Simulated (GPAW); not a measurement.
# InF3 (R-3c): G0W0 on several meshes in GPAW

How does the mesh move the gap of InF3 (R-3c)?

Main program and level: GPAW 26.7.0; LDA and many-body steps on it, plane waves.

## (1) Set-up

Symmetry: R-3c, No. 167, trigonal system. Conventional cell: a = 5.204 Å, b = 5.204 Å, c = 14.723 Å, α = 90.00°, β = 90.00°, γ = 120.00°. In has 6 F at 2.08 Å nearest. Nearest to F lie 2 In at 2.08 Å. Farther neighbours and most contacts between anions are not listed.

Coordinates:

```xyz
8
Lattice="2.6021 1.5023 4.9075 -2.6021 1.5023 4.9075 0.0000 -3.0047 4.9075" Properties=species:S:1:pos:R:3 pbc="T T T"
In    0.0000    0.0000    7.3613
In    0.0000    0.0000    0.0000
F    -0.9219    1.4079    6.1344
F     1.6802    0.0945    6.1344
F     0.7583    1.5023    8.5881
F    -1.6802   -0.0945    8.5881
F     0.9219   -1.4079    8.5881
F    -0.7583   -1.5023    6.1344
```

The cell and positions are those that the Materials Project relaxed with its own functionals (PBE, PBE+U or r2SCAN), kept fixed.

## (2) Empty states on the mesh, 4×4×4 mesh, 539 bands

This step: GPAW 26.7.0; DFT, LDA, plane waves, PAW.

The sums over transitions need many empty states on a uniform mesh; this step solves for them.

File run.py:

```python
import json
import numpy as np
from gpaw.mpi import world
from gpaw import GPAW

calc = GPAW('gs.gpw').fixed_density(kpts={'size': (4, 4, 4), 'gamma': True},
    parallel={'domain': 1, 'band': 1},
    txt='nscf.txt')
calc.diagonalize_full_hamiltonian(nbands=539)
calc.write('full.gpw', mode='all')
res = {}
kpts = calc.get_ibz_k_points()
res['kpts'] = kpts
res['eigenvalues'] = [calc.get_eigenvalues(kpt=k) for k in range(len(kpts))]
res['n_electrons'] = calc.get_number_of_electrons()

if world.rank == 0:
    with open('result.json', 'w') as f:
        json.dump(res, f, default=lambda x: x.tolist())
```

Run with:

```sh
$ mpirun -n 12 gpaw python run.py
```

Numbers of over 12 decimals in the logs are rounded to 6 here.

The program printed:

```text
Diagonalizing LCAO Hamiltonian
Converting LCAO to pw mode
convergence criteria:
- Maximum integral of absolute [eigenst]ate change: 4e-08 eV^2 / valence electron
maximum number of iterations: 100

SCF iterations
|iter     |     time |      energy | eigst |  dens |
|iter:   1|  |             | +0.50 |       |
|iter:   2|  |             | -0.65 |       |
|iter:   3|  |             | -1.38 |       |
[...]
|iter:  14|  |             | -6.55 |       |
|iter:  15|  |             | -6.99 |       |
|iter:  16|  |             | -7.46c|       |
SCF steps: 16
  __  _  _
 | _ |_)|_||  |
 |__||  | ||/\| - 26.7.0

Input parameters:
  mode=PW(ecut=600.0),
  convergence={'density': 1e-06, 'bands': -3},
  gpts=array([35, 35, 35]),
  kpts=MonkhorstPack(size=(4, 4, 4), gamma=True),
  maxiter=100,
  nbands=44,
  occupations=Occupations(name='fermi-dirac', width=0.001, fixmagmom=False),
  parallel={'domain': 1, 'band': 1},
  xc=XC(name='LDA')
Matrix size: 3895x3895
# Writing to full.gpw (mode='all')
  [... matrices ...]

timing:  # [seconds]
  Total: 102.452  # ━━━━━━━━━━━━━━━━━━━━━━━━━━━━━━━━━━━━━━━━━━━━━━━━━━━━━━━━━
```

Elapsed: 2 min, on 12 MPI ranks of AMD EPYC 7R43, shared host; peak memory 14 GiB; 24 min of CPU time.

This step gave:

```
gap                                                           : 4.001 eV
k of the valence top                                          : 0.5, 0.5, 0
k of the conduction bottom                                    : 0, 0, 0
least direct gap                                              : 4.036 eV
k points computed                                             : 14
lowest point of the top converged band, above the valence top : 151.3178 eV
```

On this mesh the gap is 4.001 eV.

## (3) 4×4×4

G0W0 replaces the xc potential by the self-energy, built once from these orbitals. Only a window of levels is corrected, while the sums run over the empty bands that the input names.

This step: G0W0 on LDA, plane waves, PAW.

File run.py:

```python
import json
import numpy as np
from gpaw.mpi import world
from gpaw.response.g0w0 import G0W0

gw = G0W0('full.gpw',
    filename='gw',
    kpts=[0, 11],
    bands=(32, 36),
    ecut=96,
    nbands=245,
    integrate_gamma='WS',
    ppa=True)
gw.calculate()
res = {mode: {k: v for k, v in r.items() if k != 'sigma_eskwn'}
       for mode, r in gw.all_results.items()}

if world.rank == 0:
    with open('result.json', 'w') as f:
        json.dump(res, f, default=lambda x: x.tolist())
```

Run with:

```sh
$ mpirun -n 12 gpaw python run.py
```

The program printed:

```text
Using integrator: PointIntegrator
FrequencyGridDescriptor(from 0.000+0.000j to 0.000+27.211j eV, 2 points)
Nonperiodic BCs:  [False False False]
Using integrator: PointIntegrator
FrequencyGridDescriptor(from 0.000+0.000j to 0.000+27.211j eV, 2 points)
Nonperiodic BCs:  [False False False]
  ___  _ _ _
 |   || | | |
 | | || | | |
 |__ ||_____|
 |___|

BZ k-points: Symmetries present (total): 6

  [... matrices ...]
64 k-points: 4 x 4 x 4 Monkhorst-Pack grid + [1/8,1/8,1/8]
14 k-points in the irreducible part of the Brillouin zone
       k-points in crystal coordinates                weights
   0:     0.00000000    0.00000000    0.00000000          1/64
   1:     0.25000000    0.00000000   -0.25000000          6/64
   2:     0.25000000    0.00000000    0.00000000          6/64
   3:     0.25000000    0.25000000   -0.25000000          6/64
   4:     0.25000000    0.25000000    0.00000000          6/64
   5:     0.25000000    0.25000000    0.25000000          2/64
   6:     0.50000000    0.00000000    0.00000000          3/64
   7:     0.50000000    0.00000000    0.25000000          6/64
   8:     0.50000000    0.25000000   -0.25000000          6/64
   9:     0.50000000    0.25000000    0.00000000          6/64
          ...
  13:     0.50000000    0.50000000    0.50000000          1/64

Distributing spins, k-points and bands (1 x 2 x 4) over 12 processes
Number of blocks: 1

Quasi particle states:
k-points (IBZ indices): [0, 11]
Band range: (32, 36)
  [... matrices ...]
Computational parameters:
Plane wave cut-off: 96 eV
Number of bands: 245
Coulomb cutoff: None
Broadening: 0.1 eV

fxc modes: GW
Kernel: RPA
Using Godby-Needs plasmon-pole approximation:
  Fitting energy: i*E0, E0 = 1.000 Hartree
Summing all q:

Calculating screened Coulomb potential
No Coulomb truncation
FrequencyGridDescriptor(from 0.000+0.000j to 0.000+27.211j eV, 2 points)
Removing empty qpoint cache files...

Calculating chi0 body with:
    Ground state adapter containing:
    Number of spins: 1
    Number of kpoints: 64
    Number of irreducible kpoints: 14
    Number of completely occupied states: 34
    Number of partially occupied states: 34
    Occupied states memory: 22.243500 M / cpu

    Linear response parametrization:
    q_c: [0.0, 0.0, 0.0]
    Number of frequency points: 2
    Planewave cutoff: 96.0
    Number of bands: 245
    Number of planewaves: 241
    Broadening (eta): 1e-06
    comm.size: 12
    kncomm.size: 12
    blockcomm.size: 1

    Memory estimate of potentially large arrays:
        chi0_wGG: 1.772491 M / cpu
Integrating chi0 body.

Symmetries of q_c:
    Direct symmetries (Uq -> q): 6
    Indirect symmetries (TUq -> q): 0
In total 6 allowed symmetries.

  [... matrices ...]
14 groups of equivalent kpoints. 78.125% reduction.

Integral kind: response function
Integrating chi0 head and wings.

Symmetries of q_c:
    Direct symmetries (Uq -> q): 6
    Indirect symmetries (TUq -> q): 0
In total 6 allowed symmetries.

  [... matrices ...]
14 groups of equivalent kpoints. 78.125% reduction.

Integral kind: response function wings

Calculating chi0 body with:
    Ground state adapter containing:
    Number of spins: 1
    Number of kpoints: 64
    Number of irreducible kpoints: 14
    Number of completely occupied states: 34
    Number of partially occupied states: 34
    Occupied states memory: 22.243500 M / cpu

[... the further q-points ...]

Results:
f:      Occupation numbers
eps:     KS-eigenvalues [eV]
vxc:     KS vxc [eV]
exx:     Exact exchange [eV]
sigma:   Self-energies [eV]
dsigma:  Self-energy derivatives
Z:       Renormalization factors
qp:      QP-energies [eV]

k-point 0 (0): (0.000, 0.000, 0.000)                GW
band       f     eps     vxc     exx   sigma  dsigma       Z      qp
                                                                   GW
  32   1.000  -1.022 -24.799 -32.263   5.441  -0.260   0.794  -2.628
  33   1.000  -1.022 -24.799 -32.263   5.441  -0.260   0.794  -2.628
  34   0.000   3.014 -16.532 -11.641  -2.689  -0.153   0.867   4.923
  35   0.000   8.480 -22.189 -15.062  -3.314  -0.210   0.827  11.631

k-point 1 (11): (0.500, 0.500, 0.000)                GW
band       f     eps     vxc     exx   sigma  dsigma       Z      qp
                                                                   GW
  32   1.000  -1.099 -26.206 -32.908   4.953  -0.244   0.804  -2.505
  33   1.000  -0.987 -24.831 -32.313   5.456  -0.260   0.794  -2.595
  34   0.000   5.573 -20.209 -14.518  -2.740  -0.177   0.850   8.081
  35   0.000   7.135 -21.280 -14.818  -3.048  -0.187   0.842  10.011
```

Elapsed: 11 min, on 12 MPI ranks; peak memory 6.2 GiB; 2.2 h of CPU time.

Numbers from this step:

* G0W0 gap on the points computed: 7.428 eV
* least direct G0W0 gap on the computed points: 7.550 eV
* Z at the valence top: 0.8039
* Z at the conduction bottom: 0.8670
* starting gap on the mesh: 4.001 eV
* k of the valence top: 0.5, 0.5, 0
* k of the conduction bottom: 0, 0, 0

The gap on the mesh goes from 4.00 eV to 7.43 eV, a correction of +3.43 eV.

## (4) Empty states on the mesh, 2×2×2 mesh, 255 bands

This step: DFT, LDA, plane waves, PAW.

File run.py:

```python
import json
import numpy as np
from gpaw.mpi import world
from gpaw import GPAW

calc = GPAW('gs.gpw').fixed_density(kpts={'size': (2, 2, 2), 'gamma': True},
    nbands=297,
    convergence={'bands': 255},
    txt='nscf.txt')
calc.write('full.gpw', mode='all')
res = {}
kpts = calc.get_ibz_k_points()
res['kpts'] = kpts
res['eigenvalues'] = [calc.get_eigenvalues(kpt=k) for k in range(len(kpts))]
res['n_electrons'] = calc.get_number_of_electrons()

if world.rank == 0:
    with open('result.json', 'w') as f:
        json.dump(res, f, default=lambda x: x.tolist())
```

Run with:

```sh
$ mpirun -n 12 gpaw python run.py
```

The program printed:

```text
Diagonalizing LCAO Hamiltonian
Converting LCAO to pw mode
convergence criteria:
- Maximum integral of absolute [eigenst]ate change: 4e-08 eV^2 / valence electron
maximum number of iterations: 100

SCF iterations
|iter     |     time |      energy | eigst |  dens |
|iter:   1|  |             | +4.22 |       |
|iter:   2|  |             | +3.02 |       |
|iter:   3|  |             | +1.99 |       |
[...]
|iter:  14|  |             | -6.61 |       |
|iter:  15|  |             | -7.21 |       |
|iter:  16|  |             | -7.56c|       |
SCF steps: 16
  __  _  _
 | _ |_)|_||  |
 |__||  | ||/\| - 26.7.0

Input parameters:
  mode=PW(ecut=600.0),
  convergence={'bands': 255},
  gpts=array([35, 35, 35]),
  kpts=MonkhorstPack(size=(2, 2, 2), gamma=True),
  maxiter=100,
  nbands=297,
  occupations=Occupations(name='fermi-dirac', width=0.001, fixmagmom=False),
  parallel={},
  xc=XC(name='LDA')
# Writing to full.gpw (mode='all')
  [... matrices ...]

timing:  # [seconds]
  Total: 0.209  # ━━━━━━━━━━━━━━━━━━━━━━━━━━━━━━━━━━━━━━━━━━━━━━━━━━━━━━━━━━━
```

The job ended after 29 s (12 MPI ranks; peak memory 2.5 GiB; 5.7 min of CPU time).

This step gave:

- gap: 4.001 eV
- k of the valence top: 0.5, 0.5, 0
- k of the conduction bottom: 0, 0, 0
- least direct gap: 4.036 eV
- k points computed: 4
- lowest point of the top converged band, above the valence top: 86.5696 eV

On this mesh the gap is 4.001 eV.

## (5) 2×2×2

This step: G0W0 on LDA, plane waves, PAW.

File run.py:

```python
import json
import numpy as np
from gpaw.mpi import world
from gpaw.response.g0w0 import G0W0

gw = G0W0('full.gpw',
    filename='gw',
    kpts=[0, 2],
    bands=(32, 36),
    ecut=96,
    nbands=245,
    integrate_gamma='WS',
    ppa=True)
gw.calculate()
res = {mode: {k: v for k, v in r.items() if k != 'sigma_eskwn'}
       for mode, r in gw.all_results.items()}

if world.rank == 0:
    with open('result.json', 'w') as f:
        json.dump(res, f, default=lambda x: x.tolist())
```

Run with:

```sh
$ mpirun -n 12 gpaw python run.py
```

The program printed:

```text
Using integrator: PointIntegrator
FrequencyGridDescriptor(from 0.000+0.000j to 0.000+27.211j eV, 2 points)
Nonperiodic BCs:  [False False False]
Using integrator: PointIntegrator
FrequencyGridDescriptor(from 0.000+0.000j to 0.000+27.211j eV, 2 points)
Nonperiodic BCs:  [False False False]
  ___  _ _ _
 |   || | | |
 | | || | | |
 |__ ||_____|
 |___|

BZ k-points: Symmetries present (total): 6

  [... matrices ...]
8 k-points: 2 x 2 x 2 Monkhorst-Pack grid + [1/4,1/4,1/4]
4 k-points in the irreducible part of the Brillouin zone
       k-points in crystal coordinates                weights
   0:     0.00000000    0.00000000    0.00000000          1/8
   1:     0.50000000    0.00000000    0.00000000          3/8
   2:     0.50000000    0.50000000    0.00000000          3/8
   3:     0.50000000    0.50000000    0.50000000          1/8

Distributing spins, k-points and bands (1 x 2 x 4) over 12 processes
Number of blocks: 1

Quasi particle states:
k-points (IBZ indices): [0, 2]
Band range: (32, 36)
  [... matrices ...]
Computational parameters:
Plane wave cut-off: 96 eV
Number of bands: 245
Coulomb cutoff: None
Broadening: 0.1 eV

fxc modes: GW
Kernel: RPA
Using Godby-Needs plasmon-pole approximation:
  Fitting energy: i*E0, E0 = 1.000 Hartree
Summing all q:

Calculating screened Coulomb potential
No Coulomb truncation
FrequencyGridDescriptor(from 0.000+0.000j to 0.000+27.211j eV, 2 points)
Removing empty qpoint cache files...

Calculating chi0 body with:
    Ground state adapter containing:
    Number of spins: 1
    Number of kpoints: 8
    Number of irreducible kpoints: 4
    Number of completely occupied states: 34
    Number of partially occupied states: 34
    Occupied states memory: 22.243500 M / cpu

    Linear response parametrization:
    q_c: [0.0, 0.0, 0.0]
    Number of frequency points: 2
    Planewave cutoff: 96.0
    Number of bands: 245
    Number of planewaves: 241
    Broadening (eta): 1e-06
    comm.size: 12
    kncomm.size: 12
    blockcomm.size: 1

    Memory estimate of potentially large arrays:
        chi0_wGG: 1.772491 M / cpu
Integrating chi0 body.

Symmetries of q_c:
    Direct symmetries (Uq -> q): 6
    Indirect symmetries (TUq -> q): 0
In total 6 allowed symmetries.

  [... matrices ...]
4 groups of equivalent kpoints. 50.0% reduction.

Integral kind: response function
Integrating chi0 head and wings.

Symmetries of q_c:
    Direct symmetries (Uq -> q): 6
    Indirect symmetries (TUq -> q): 0
In total 6 allowed symmetries.

  [... matrices ...]
4 groups of equivalent kpoints. 50.0% reduction.

Integral kind: response function wings

Calculating chi0 body with:
    Ground state adapter containing:
    Number of spins: 1
    Number of kpoints: 8
    Number of irreducible kpoints: 4
    Number of completely occupied states: 34
    Number of partially occupied states: 34
    Occupied states memory: 22.243500 M / cpu

    Linear response parametrization:
[... the further q-points ...]

Results:
f:      Occupation numbers
eps:     KS-eigenvalues [eV]
vxc:     KS vxc [eV]
exx:     Exact exchange [eV]
sigma:   Self-energies [eV]
dsigma:  Self-energy derivatives
Z:       Renormalization factors
qp:      QP-energies [eV]

k-point 0 (0): (0.000, 0.000, 0.000)                GW
band       f     eps     vxc     exx   sigma  dsigma       Z      qp
                                                                   GW
  32   1.000  -1.022 -24.799 -32.275   5.438  -0.263   0.792  -2.636
  33   1.000  -1.022 -24.799 -32.275   5.437  -0.263   0.792  -2.636
  34   0.000   3.014 -16.532 -11.545  -2.758  -0.157   0.865   4.941
[...]
k-point 1 (2): (0.500, 0.500, 0.000)                GW
band       f     eps     vxc     exx   sigma  dsigma       Z      qp
                                                                   GW
[...]
34   0.000   5.573 -20.209 -14.528  -2.738  -0.180   0.848   8.068
  35   0.000   7.135 -21.280 -14.825  -3.050  -0.193   0.838   9.989
```

It took 38 s on 12 MPI ranks; peak memory 5 GiB.

Numbers from this step:

- G0W0 gap on the points computed: 7.451 eV
- least direct G0W0 gap on the computed points: 7.577 eV
- Z at the valence top: 0.8019
- Z at the conduction bottom: 0.8646
- starting gap on the mesh: 4.001 eV
- k of the valence top: 0.5, 0.5, 0
- k of the conduction bottom: 0, 0, 0

Against G0W0 in GPAW (4×4×4 mesh, 245 bands, screening to 96 eV, Godby-Needs plasmon pole), the gap moves by +0.023 eV.

## (6) Side by side

Times are wall times on 12 MPI ranks of AMD EPYC 7R43, shared host, good to a factor of about two.

```csv
run,mesh,bands,screening cutoff (eV),DFT gap (eV),gap on the mesh (eV),direct (eV),time
4×4×4,4×4×4,245,96,4.001,7.428,7.550,11 min
2×2×2,2×2×2,245,96,4.001,7.451,7.577,38 s
```

## (7) Outcome

```json
{
  "4×4×4": "7.428 eV",
  "2×2×2": "7.451 eV",
  "known limits": "not at the basis limit; no spin-orbit coupling; coarse k mesh"
}
```

In words: 2×2×2: +0.023 eV against 4×4×4. Bands and cutoff are finite, so the gap is not at the basis limit. The miss can reach some tenths of an eV and take either sign; the mesh is an error of its own. These stock PAW sets were not made for GW. In the G0W0 runs levels were corrected at 2 k points alone, so a gap called «on the mesh» is the least over those, and an edge elsewhere would be missed. The many-body steps are scalar-relativistic: spin-orbit coupling is not in them.

[Paths, hosts, dates, memory and timing lines, banners, echoed tables and standing remarks are left out of the program output.]

[Logs are printed without paths, hosts, clocks, repeated set-up lines and the standing remarks that a program may print on its own settings, such as how far it seeks lower states.]

[Runs of the session that timed out or met a known fault of the program may be left out.]

[Hosts, paths, dates, database ids (printed as entryN), source tags and the programs' standing remarks are cut or masked in the printed files.]
